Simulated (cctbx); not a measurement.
# Diagnosing a refinement

Cell a = 6.1830 Å, b = 6.1830 Å, c = 6.1830 Å, α = 90.00°, β = 90.00°, γ = 90.00°; space group Pm-3 (no. 200). The compound is CsMgC3S6.

The data are simulated with cctbx, not measured: Cu Kα, λ = 1.54184 Å, to d = 0.83 Å, 95 % of the full sphere, strongest reflection 20000 counts, noise from counting, a 1.5 % proportional error and a noise floor of 8 counts (s.d.); no absorption.

An anisotropic refinement with weights 1/σ² prints:

```text
Rint 0.019, 99 unique reflections to 0.84 A
cycle     R1     wR2    GooF  max shift (A)
   1  0.1319  0.3114  44.671   0.00177
   2  0.0325  0.1045  14.986   0.00004
final R1 0.0325 wR2 0.1045 GooF 14.986  parameters 9  data/parameter 11.0
atom        x        y        z      Ueq    occ   su(xyz)  su(Uiso or U11)
Cs1    0.00000  0.00000  0.00000   0.0050  1.000  0.00000  0.0008
Mg1    0.76484  0.50000  0.00000  -0.0113  1.000  0.00057  0.0017  NPD
S1     0.50000  0.50000  0.50000   0.0292  1.000  0.00000  0.0026
C1     0.50000  0.50000  0.00000   0.0089  1.000  0.00000  0.0106
difference map: max 1.46 min -1.32 rms 0.31
Q1    0.0000  0.2607  0.5000    6    1.47  0.16 A from Mg1
Q2    0.0000  0.0000  0.0000    1    1.00  0.00 A from Cs1
Q3    0.0000  0.0000  0.5000    3    0.47  1.45 A from Mg1
Q4    0.2460  0.2494  0.5000   12    0.38  1.52 A from Mg1
Q5    0.0735  0.5000  0.5000    6    0.23  0.45 A from C1
Q6    0.0000  0.2272  0.2764   12    0.22  1.38 A from Mg1
```

Q: Accept it or mend it, and why?

Mend it. The fault: elements exchanged: S1 is Mg and Mg1 is S. Against the right model at the same level, R1 goes from 0.0030 to 0.0325 and GooF from 0.92 to 14.99, U of Mg1 shrinks from 0.0064 to -0.0113 Å², U of S1 swells from 0.0079 to 0.0292 Å², the top difference peak, 1.5 e/Å³, lies on Mg1, a hole of -1.3 e/Å³ opens and Mg1 goes non-positive-definite. S1 has 4 electrons too many and its U swells to shed them, as expected; Mg1 has 4 electrons too few and its U shrinks to make up, as expected.

The compound is CsMgC3S6. The right model at the same level gives:

```text
Rint 0.019, 99 unique reflections to 0.84 A
cycle     R1     wR2    GooF  max shift (A)
   1  0.0032  0.0070   1.002   0.00002
   2  0.0030  0.0064   0.922   0.00000
final R1 0.0030 wR2 0.0064 GooF 0.922  parameters 9  data/parameter 11.0
atom        x        y        z      Ueq    occ   su(xyz)  su(Uiso or U11)
Cs1    0.00000  0.00000  0.00000   0.0049  1.000  0.00000  0.0000
S1     0.76456  0.50000  0.00000   0.0064  1.000  0.00003  0.0001
Mg1    0.50000  0.50000  0.50000   0.0079  1.000  0.00000  0.0001
C1     0.50000  0.50000  0.00000   0.0094  1.000  0.00000  0.0006
difference map: max 0.06 min -0.06 rms 0.02
Q1    0.0000  0.0000  0.5000    3    0.06  1.46 A from S1
Q2    0.0000  0.5000  0.1567    6    0.06  1.75 A from S1
Q3    0.0000  0.3636  0.0649   12    0.06  1.73 A from S1
Q4    0.0000  0.1169  0.5000    6    0.05  0.73 A from S1
Q5    0.3135  0.5000  0.5000    6    0.05  1.15 A from Mg1
Q6    0.0000  0.2640  0.1215   12    0.05  1.80 A from Cs1
```

This is a model crystal, built by substitution and not relaxed, with assumed displacement parameters.

[Middle refinement cycles are left out of these outputs.]

[Logs are printed without paths, hosts, clocks, repeated set-up lines and the standing remarks that a program may print on its own settings, such as how far it seeks lower states.]
